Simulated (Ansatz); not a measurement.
**From PBEsol to G0W0: WS2 (layered bulk) (P6_3/mmc)**

Wanted: the gap of WS2 (layered bulk) (P6_3/mmc) with a many-body correction, and the time that it takes.

Method: PBEsol, then G0W0 on it, plane waves, PAW, in Ansatz 0.2.0.

This is a report of a sequence of runs, with most program output left out.

In doubt: masses and optical values from hybrid runs of this build are listed as unsure (in some of the runs), which bears on the screening that GW takes from such a start.

## Step 1: The structure

It takes space group P6_3/mmc (No. 194, hexagonal). The conventional cell has a = 3.185 Å, b = 3.185 Å, c = 12.480 Å, α = 90.00°, β = 90.00°, γ = 120.00°. Nearest to W lie 6 S at 2.42 Å. S has 3 W at 2.42 Å nearest. It derives from S2W1. Farther neighbours and most contacts between anions are not listed.

Structure file:

```cif
data_structure
_symmetry_space_group_name_H-M 'P 1'
_symmetry_Int_Tables_number 1
_cell_length_a 3.1850
_cell_length_b 3.1850
_cell_length_c 12.4800
_cell_angle_alpha 90.000
_cell_angle_beta 90.000
_cell_angle_gamma 120.000
_cell_volume 109.64
loop_
_atom_site_label
_atom_site_type_symbol
_atom_site_fract_x
_atom_site_fract_y
_atom_site_fract_z
_atom_site_occupancy
W1 W 0.33333 0.66667 0.25000 1
S2 S 0.66667 0.33333 0.37580 1
S3 S 0.66667 0.33333 0.12420 1
W4 W 0.66667 0.33333 0.75000 1
S5 S 0.33333 0.66667 0.87580 1
S6 S 0.33333 0.66667 0.62420 1
```

The start is a generated structure, not a measured one. Spin-orbit coupling is left out unless a step names it.

The logs state that the PAW files were generated under PBE.

## Step 2: Relaxing the structure

The structure is relaxed first.

This step: DFT, PBEsol-D3(BJ), plane waves, PAW; PAW set soft_1.

Input file input.yaml:

```yaml
crystal:
  lattice:
    - [3.185, 0.0, 0.0]
    - [-1.5925, 2.7582909111, 0.0]
    - [0.0, 0.0, 12.4800000017]
  atoms:
    - { symbol: W, position: [0.3333333333, 0.6666666667, 0.25] }
    - { symbol: S, position: [0.6666666667, 0.3333333333, 0.3758012821] }
    - { symbol: S, position: [0.6666666667, 0.3333333333, 0.1241987179] }
    - { symbol: W, position: [0.6666666667, 0.3333333333, 0.75] }
    - { symbol: S, position: [0.3333333333, 0.6666666667, 0.8758012821] }
    - { symbol: S, position: [0.3333333333, 0.6666666667, 0.6241987179] }
kpoints:
  mp_grid: { grid: [9, 9, 2] }
hamiltonian:
  xc: pbesol
  dispersion: d3bj
  pseudopotentials: { kind: paw, azcp: { folder: soft_1 }, xc_functional: pbe }
scf:
  occupations: { method: fermi_dirac, width: 0.02 }
relax:
  f_tol: 0.01
  max_steps: 100
  cell: {}
```

The run is started by

```sh
> ansatz run input.yaml --threads 2 --pin off --max-ram 92160MiB --backend cuda --events-out ev --progress --plain --runs-dir out --devices 1 --max-vram 13GiB
```

Run time: 10 s. Hardware: 1 × NVIDIA H100 80GB HBM3 (shared by 6 runs) with 2 threads of AMD EPYC 7R13 (Zen 3), shared host; peak memory 0.98 GiB.

Step by step:

```csv
step,energy less that of the first step (eV),largest force component (eV/Å),pressure (GPa),volume (Å³)
1,0.0000,0.3181,-7.29,109.64
2,-0.0430,0.1825,5.45,94.69
3,-0.1964,0.0919,-1.12,100.30
4,-0.2009,0.0683,-0.21,98.51
5,-0.2004,0.1363,0.72,99.01
6,-0.2020,0.0120,0.03,98.73
7,-0.2021,0.0011,0.00,98.96
8*,-0.1992,0.0006,-0.02,98.96
```

Relaxation steps marked * repeat the geometry before them on a plane-wave basis chosen anew for their cell, so energy and pressure can jump there. Relaxation step 5 was tried and not accepted.

Forces are held to the 24 operations that the run works with; a distortion that breaks them can't arise in this run.

```csv
"conventional cell, symmetrised",before,after,change
a (Å),3.185,3.115,-2.2 %
b (Å),3.185,3.115,-2.2 %
c (Å),12.480,11.777,-5.6 %
volume (Å³/atom),18.27,16.49,-9.7 %
```

The atoms that moved most (Å, as changes of fractional coordinates times the final cell):

```csv
atom,dx,dy,dz,length
S5,0.000,0.000,0.091,0.091
S3,0.000,0.000,-0.091,0.091
S2,0.000,0.000,0.091,0.091
S6,0.000,0.000,-0.091,0.091
```

Final coordinates:

```xyz
6
Lattice="3.1150 0.0000 0.0000 -1.5575 2.6977 0.0000 0.0000 0.0000 11.7768" Properties=species:S:1:pos:R:3 pbc="T T T"
W     0.0000    1.7984    2.9442
S     1.5575    0.8992    4.5165
S     1.5575    0.8992    1.3719
W     1.5575    0.8992    8.8326
S     0.0000    1.7984   10.4048
S     0.0000    1.7984    7.2603
```

The program's warnings for this run: band table not solved further.

## Step 3: Bands along the symmetry lines

Levels along a band path and on the mesh show where this functional puts the band edges.

This step: DFT, PBEsol, plane waves, PAW; PAW set soft_1.

Input file input.yaml:

```yaml
crystal:
  lattice:
    - [3.1149875803, 0.0, 0.0]
    - [-1.5574937902, 2.697658377, 0.0]
    - [0.0, 0.0, 11.7767699793]
  atoms:
    - { symbol: W, position: [0.3333333333, 0.6666666667, 0.25] }
    - { symbol: S, position: [0.6666666667, 0.3333333333, 0.3835053407] }
    - { symbol: S, position: [0.6666666667, 0.3333333333, 0.1164946593] }
    - { symbol: W, position: [0.6666666667, 0.3333333333, 0.75] }
    - { symbol: S, position: [0.3333333333, 0.6666666667, 0.8835053407] }
    - { symbol: S, position: [0.3333333333, 0.6666666667, 0.6164946593] }
kpoints:
  mp_grid: { grid: [12, 12, 2] }
  band_path:
    path:
      - [[0.0, 0.0, 0.0], [0.5, 0.0, 0.0], [0.33333333, 0.33333333, 0.0], [0.0, 0.0, 0.0], [0.0, 0.0, 0.5], [0.5, 0.0, 0.5], [0.33333333, 0.33333333, 0.5], [0.0, 0.0, 0.5]]
      - [[0.5, 0.0, 0.5], [0.5, 0.0, 0.0]]
      - [[0.33333333, 0.33333333, 0.5], [0.33333333, 0.33333333, 0.0]]
    npoints: 10
hamiltonian:
  xc: pbesol
  pseudopotentials: { kind: paw, azcp: { folder: soft_1 }, xc_functional: pbe }
scf:
  occupations: { method: fermi_dirac, width: 0.02 }
  n_extra_bands: 6
output:
  eigenvalues: true
  forces: true
  stress: true
  write_density: true
  write_potential: true
  elf: true
  volumetric_format: npy
```

The job ended after 6.6 s (1 × NVIDIA H100 80GB HBM3 (shared by 6 runs) with 2 threads; peak memory 0.95 GiB; 7 s of CPU time).

This step gave:

* pressure: 4.131 GPa
* filled bands: 26
* gap: 0.6610 eV
* valence top at: Γ
* conduction bottom at: k = (0.167, 0.167, 0.000)
* least direct gap: 1.922 eV

Over mesh and path the gap is 0.661 eV, from k = Γ to k = (0.167, 0.167, 0.000). The least direct gap found is 1.922 eV, at k = (0.333, 0.333, 0.000). The pressure in this cell is 4 GPa; the cell is kept.

The electronic bands at the labelled points (eV, zero at the top of the highest nominally filled band):

```csv
point,band 23,band 24,band 25,band 26,band 27,band 28,band 29,band 30
Γ,-2.28,-1.60,-1.26,0.00,2.20,2.20,2.22,2.22
halfway,-2.65,-1.94,-1.93,-1.72,1.15,1.66,2.05,2.28
M,-2.15,-2.01,-1.78,-1.71,2.30,2.38,2.42,2.92
halfway,-3.27,-2.68,-1.50,-1.08,1.89,2.05,2.24,2.78
K,-3.00,-3.00,-1.01,-0.66,1.26,1.26,1.51,3.17
halfway,-2.21,-2.01,-1.75,-1.71,0.66,1.80,1.94,2.01
Γ,-2.28,-1.60,-1.26,0.00,2.20,2.20,2.22,2.22
halfway,-2.30,-2.28,-0.75,-0.07,2.19,2.19,2.21,2.21
A,-2.34,-2.34,-0.31,-0.31,2.19,2.19,2.19,2.19
halfway,-2.58,-2.58,-1.75,-1.75,1.66,1.66,1.83,1.83
L,-1.96,-1.96,-1.83,-1.83,2.33,2.33,2.73,2.73
halfway,-3.13,-3.13,-1.26,-1.26,1.97,1.97,2.64,2.64
H,-3.36,-3.36,-0.87,-0.87,1.26,1.26,2.27,2.27
halfway,-2.22,-2.22,-1.72,-1.72,1.17,1.17,2.15,2.15
A,-2.34,-2.34,-0.31,-0.31,2.19,2.19,2.19,2.19
jump to L,-1.96,-1.96,-1.83,-1.83,2.33,2.33,2.73,2.73
halfway,-2.10,-1.94,-1.83,-1.75,2.31,2.36,2.52,2.89
M,-2.15,-2.01,-1.78,-1.71,2.30,2.38,2.42,2.92
jump to H,-3.36,-3.36,-0.87,-0.87,1.26,1.26,2.27,2.27
halfway,-3.14,-3.14,-0.97,-0.73,1.26,1.26,1.72,2.93
K,-3.00,-3.00,-1.01,-0.66,1.26,1.26,1.51,3.17
```

ELF in the ac plane at fractional y = 0.333, with atoms of S and W within 0.2 Å of it. It is the smooth field of the valence electrons, not physical close to the nuclei.

Ten even steps from '_' (0.04) to '@' (0.92), each cell a mean:
```
::--======::..________________..
**##%%%%##**++--..__________::==
##%%%%%%%%##**++--::......::==**
**########**++==::::::::::::--++
::==++++==--::--==********++--::
::::----::..--**##++::::==##**==
::::------::::++****++++**##++--
==++****++==--::--====++==--::--
############**++--::::..::::==**
##%%%%%%%%##**==::....__..::--++
++**####**++--::____________..--
__..::::....____....::::::..____
::________..--**%%@@@@@@@@%%**==
**--____::++%%@@@@%%####%%@@@@%%
##==....--**%%%%**::____..++%%%%
**--....--++##%%%%++----==##%%%%
::........::==++**************==
::::------::::::::::::::::::::..
::::::::::::::::------====----::
==::......--++######****######**
##==::..--**%%%%##--____::**%%%%
##==....--**%%@@##==::::--**%%%%
++..____..--##%%@@@@@@@@@@@@@@##
____________..--++**######++==::
```
Columns run along a (3.1 Å), rows up along c (11.8 Å). Atoms in or near the plane, at fractional coordinates: S at (0.67, 0.38), S at (0.67, 0.12), W at (0.67, 0.75).

Electrostatic potential energy in the ac plane at fractional y = 0.333, with atoms of S and W within 0.2 Å of it. With pseudopotentials it is smooth inside the atoms' cores, unlike the true potential.

Ten even steps from '_' (-32 eV) to '@' (17 eV), each cell a mean:
```
@@@@@@@@@@@@@@@@@@@@@@@@@@@@@@@@
@@%%%%%%%%%%@@@@@@@@@@@@@@@@@@@@
%%########%%%%@@@@@@@@@@@@@@@@@@
%%%%%%##%%%%%%%%%%##########%%%%
%%%%%%%%%%%%##++--........::==**
**%%%%%%%%##==..______________--
##%%%%@@%%##++::____________..==
%%%%%%%%%%%%##**++==----==++**##
%%%%######%%%%%%%%%%%%%%%%%%%%%%
%%%%######%%%%@@@@@@@@@@@@@@@@@@
@@@@@@@@@@@@@@@@@@@@@@@@@@@@@@@@
@@@@@@@@@@@@@@@@@@@@@@@@@@@@@@@@
@@@@@@@@@@@@@@@@@@%%%%%%%%%%@@@@
@@@@@@@@@@@@%%**==::......--**%%
%%@@@@@@@@%%##--____::::..__::**
%%%%%%%%%%%%##++--..____..::++##
%%##########%%%%####****####%%%%
**++====++**##%%%%%%@@@@@@%%%%##
##**++++++**##%%%%%%%%%%%%%%%%##
%%%%%%%%%%%%%%##**====--==++##%%
%%@@@@@@@@%%##==..__....____--**
%%@@@@@@@@%%##==..__....____--**
@@@@@@@@@@@@@@%%**++======**##%%
@@@@@@@@@@@@@@@@@@@@@@@@@@@@@@@@
```
Columns run along a (3.1 Å; values clipped at the 3rd and 97th percentile), rows up along c (11.8 Å). Atoms in or near the plane, at fractional coordinates: S at (0.67, 0.38), S at (0.67, 0.12), W at (0.67, 0.75).

## Step 4: G0W0 on the 9×9×2 mesh

G0W0 replaces the xc potential by a self-energy built once from the orbitals of the start. Levels are corrected in the window of bands that the input names, at points of the mesh.

This step: G0W0 on PBEsol, plane waves, PAW; PAW set soft_1.

input.yaml, the sections that differ from step 3:

```yaml
kpoints:
  mp_grid: { grid: [9, 9, 2] }
scf:
  occupations: { method: fixed }
gw:
  n_empty_bands: 412
  ecut_chi: 150.0
  qp_bands: [v2, c2]
  qp_kpoints: band_edges
  screening: { model: contour_deformation }
# crystal, hamiltonian: as in step 3
# output: removed
```

Elapsed: 1.8 min, on 1 × NVIDIA H100 80GB HBM3 (shared by 6 runs) with 2 threads; peak memory 2.3 GiB.

This step gave:

```
bands summed                                    : 438
RPA ε∞ on this mesh (eigenvalues)               : 7.809, 14.15, 14.15
plane waves in the screening matrix             : 413
q-points in the mesh                            : 162
G0W0 gap over the corrected points              : 1.197 eV
k of the valence top                            : 0, 0, 0
k of the conduction bottom                      : 0.1111, 0.2222, 0
starting gap on the mesh                        : 0.7871 eV
Z at the valence top                            : 0.7634
Z at the conduction bottom                      : 0.7732
least direct G0W0 gap over the corrected points : 2.383 eV
```

Over 14 of 24 irreducible mesh points the G0W0 gap is 1.197 eV, from k = Γ to k = (0.111, 0.222, 0.000). The PBEsol gap of this run on the mesh is 0.787 eV. The two states that bound the G0W0 gap lie that far apart at the start, so the correction of the gap is 1.197 − 0.787 = +0.410 eV. The start of this run differs from the step before in mesh (12×12×2 and 9×9×2).

Labels follow the order of the start: v1 is the top filled band, c1 the lowest empty one; levels that stay degenerate share a row, the window can cut a multiplet, doubted levels are not marked in this list, bands outside the window were not corrected, and the list may be a part of the corrected levels. The levels before and after the correction (eV, zero at the valence-band top of each column):

```csv
,conduction bottom,valence top
Kohn-Sham,0.79,0.00
G0W0,1.20,0.00
```

```csv
,level,occupation,energy (eV)
Kohn-Sham,Γ v2,2,-1.265
Kohn-Sham,Γ v1,2,0.000
Kohn-Sham,Γ c1-c2,0,2.204
Kohn-Sham,(0.111 0.222 0) v2,2,-1.833
Kohn-Sham,(0.111 0.222 0) v1,2,-1.740
Kohn-Sham,(0.111 0.222 0) c1,0,0.787
Kohn-Sham,(0.111 0.222 0) c2,0,1.833
G0W0,Γ v2,2,-1.584
G0W0,Γ v1,2,0.000
G0W0,Γ c1-c2,0,2.585
G0W0,(0.111 0.222 0) v2,2,-1.883
G0W0,(0.111 0.222 0) v1,2,-1.761
G0W0,(0.111 0.222 0) c1,0,1.197
G0W0,(0.111 0.222 0) c2,0,2.307
```

The parts of the quasiparticle energy for the two states that bound the G0W0 gap, in eV on the run's own scale (QP = start + Σx + Σc − Vxc, with Σc at the quasiparticle energy):

```csv
edge,k,band,start,Σx,Σc,Vxc,Z,QP
valence top,Γ,26,12.979,−19.502,0.282,−19.051,0.763,12.809
conduction bottom,"(0.111, 0.222, 0.000)",27,13.766,−13.360,−3.821,−17.422,0.773,14.006
```

## Step 5: Spin-orbit coupling in PBEsol

This run has two-component orbitals with spin-orbit coupling.

This step: DFT, PBEsol with spin-orbit coupling, plane waves, PAW; PAW set soft_1.

Input file input.yaml:

```yaml
crystal:
  lattice:
    - [3.1149875803, 0.0, 0.0]
    - [-1.5574937902, 2.697658377, 0.0]
    - [0.0, 0.0, 11.7767699793]
  atoms:
    - { symbol: W, position: [0.3333333333, 0.6666666667, 0.25] }
    - { symbol: S, position: [0.6666666667, 0.3333333333, 0.3835053407] }
    - { symbol: S, position: [0.6666666667, 0.3333333333, 0.1164946593] }
    - { symbol: W, position: [0.6666666667, 0.3333333333, 0.75] }
    - { symbol: S, position: [0.3333333333, 0.6666666667, 0.8835053407] }
    - { symbol: S, position: [0.3333333333, 0.6666666667, 0.6164946593] }
kpoints:
  mp_grid: { grid: [12, 12, 2] }
  band_path:
    path:
      - [0.0, 0.0, 0.0]
      - [0.5, 0.0, 0.0]
      - [0.33333333, 0.33333333, 0.0]
      - [0.0, 0.0, 0.5]
      - [0.5, 0.0, 0.5]
      - [0.33333333, 0.33333333, 0.5]
      - [0.1666666667, 0.1666666667, 0.0]
    npoints: 1
hamiltonian:
  xc: pbesol
  pseudopotentials: { kind: paw_fr, azcp: { folder: soft_1 }, xc_functional: pbe }
scf:
  occupations: { method: fermi_dirac, width: 0.02 }
  n_extra_bands: 12
magnetization:
  noncollinear: true
  spin_orbit: true
output:
  eigenvalues: true
  forces: true
  stress: true
  write_density: true
  write_potential: true
  elf: true
  volumetric_format: npy
```

Wall time 7.5 s (1 × NVIDIA H100 80GB HBM3 (shared by 6 runs) with 2 threads); peak memory 1.1 GiB; 11 s of CPU time.

Numbers from this step:

```yaml
pressure: 4.075 GPa
gap: 0.6244 eV
valence_top_at: Γ
conduction_bottom_at: k = (0.167, 0.167, 0.000)
least_direct_gap: 1.710 eV
```

Over mesh and listed points the gap is 0.624 eV, from k = Γ to k = (0.167, 0.167, 0.000). The least direct gap found is 1.710 eV, at k = (0.333, 0.333, 0.000). The pressure in this cell is 4 GPa; the cell is kept. PBEsol+SOC against PBEsol: 0.624 − 0.661 = −0.037 eV, with the same mesh, set of files (read in its fully relativistic form for the spin-orbit run) and cutoff, and both edges at the same k points. The spin-orbit run sees mesh and listed points alone, so its gap is an upper bound: the coupling can move an edge off these points, and the change over the zone, its sign included where it is small, is not known.

## Step 6: The runs together

Each gap is the least one over the points named; times are wall times on shared hosts, not benchmarks. A G0W0 time includes the run's own self-consistent start. Runs with listed points see these and the mesh alone, so an edge that moves elsewhere is missed. Rows marked * are further runs, not shown as steps, whose inputs differ from the G0W0 step on the same start in the columns given; solver thresholds can differ too.

```csv
level,mesh,"files, cutoff","bands summed, screening",points,gap (eV),valence top,conduction bottom,least direct gap (eV),time
PBEsol,12×12×2,"soft_1 PAW, 420 eV",-,mesh and path,0.661,Γ,"(0.167, 0.167, 0.000)",1.922,6.6 s
PBEsol+SOC,12×12×2,"soft_1 PAW, 420 eV",-,mesh and listed points,0.624,Γ,"(0.167, 0.167, 0.000)",1.710,7.5 s
G0W0@PBEsol*,9×9×2,"soft_1 PAW, 420 eV","130, 60 eV",14 of 24 irreducible mesh points,1.095,Γ,"(0.111, 0.222, 0.000)",2.401,26 s
G0W0@PBEsol,9×9×2,"soft_1 PAW, 420 eV","438, 150 eV",14 of 24 irreducible mesh points,1.197,Γ,"(0.111, 0.222, 0.000)",2.383,1.8 min
```

## Step 7: Results

```yaml
pbesol_gap_over_mesh_and_path: 0.661 eV, from k = Γ to k = (0.167, 0.167, 0.000)
g0w0_pbesol_gap_over_14_of_24_irreducible_mesh_points: 1.197 eV, from k = Γ to k = (0.111, 0.222, 0.000)
pbesol_soc_gap_over_mesh_and_listed_points: 0.624 eV
gw_settings: 9×9×2 mesh, 412 empty bands, screening to 150 eV, PAW set soft_1 files
known_limits: finite bands, screening cutoff and k mesh; no spin-orbit coupling in G0W0
```

In words: Over 14 of 24 irreducible mesh points the G0W0 gap is 1.197 eV, from k = Γ to k = (0.111, 0.222, 0.000). The PBEsol gap of this run on the mesh is 0.787 eV. The two states that bound the G0W0 gap lie that far apart at the start, so the correction of the gap is 1.197 − 0.787 = +0.410 eV. The valence state moves by 12.809 − 12.979 = −0.170 eV and the conduction state by 14.006 − 13.766 = +0.240 eV, on the run's own scale; with 130 bands the edge states move by +0.395 and +0.704 eV, so the split between the edges depends on the bands and cutoff. Over mesh and path, PBEsol puts the conduction bottom at k = (0.167, 0.167, 0.000), where no G0W0 correction was computed. The G0W0 gap over the whole zone is therefore not known from this run; at its settings it can only be equal to or under the 1.197 eV found, and no correction is carried over from another point. For the start itself the gap is 0.661 eV over mesh and path and 0.787 eV on the mesh of the G0W0 run, in runs that differ in mesh (12×12×2 and 9×9×2). From 130 bands and 60 eV to 438 bands and 150 eV the gap moves by 1.197 − 1.095 = +0.102 eV; bands and screening cutoff rise together, so their parts are not told apart. Two runs can't test a law of convergence, so the limit is not known. G0W0 on other starts in this series, not shown as steps and not all at these settings: 1.341 eV on HSE06 (9×9×2, soft_1 PAW, 217 bands, 90 eV). PBEsol+SOC against PBEsol: 0.624 − 0.661 = −0.037 eV, with the same mesh, set of files (read in its fully relativistic form for the spin-orbit run) and cutoff, and both edges at the same k points. The spin-orbit run sees mesh and listed points alone, so its gap is an upper bound: the coupling can move an edge off these points, and the change over the zone, its sign included where it is small, is not known. What spin-orbit coupling does to the G0W0 levels was not computed, so no sum with the G0W0 gap is formed. The G0W0 runs are scalar-relativistic. No pair of G0W0 runs that differ in the mesh alone is shown (9×9×2 is a supercell whose nearest images lie 24 Å apart), so the error from the mesh is not known here. G0W0 is shown with one set of atomic data (soft_1 PAW), so the error from the files is not known here.

[Paths, hosts, dates, memory and timing lines, banners, echoed tables and standing remarks are left out of the program output.]

[Logs are printed without paths, hosts, clocks, repeated set-up lines and the standing remarks that a program may print on its own settings, such as how far it seeks lower states.]

[Runs of the session that timed out or met a known fault of the program may be left out.]

[Cells called generated may have been cut or substituted from an entry of the Crystallography Open Database or the Materials Project.]

[Hosts, paths, dates, database ids (printed as entryN), source tags and the programs' standing remarks are cut or masked in the printed files.]

[Where an RPA ε∞ is given, it is that of the G0W0 mesh and is not shown converged in it. Names of k-points follow the symmetry that the program found, which can be lower than the space group named. Band edges on a path are those of the sampled points; other points can move an edge, and change direct to indirect where valleys lie close.]

[Hybrid gaps are those of their k-mesh and are not shown converged in it.]
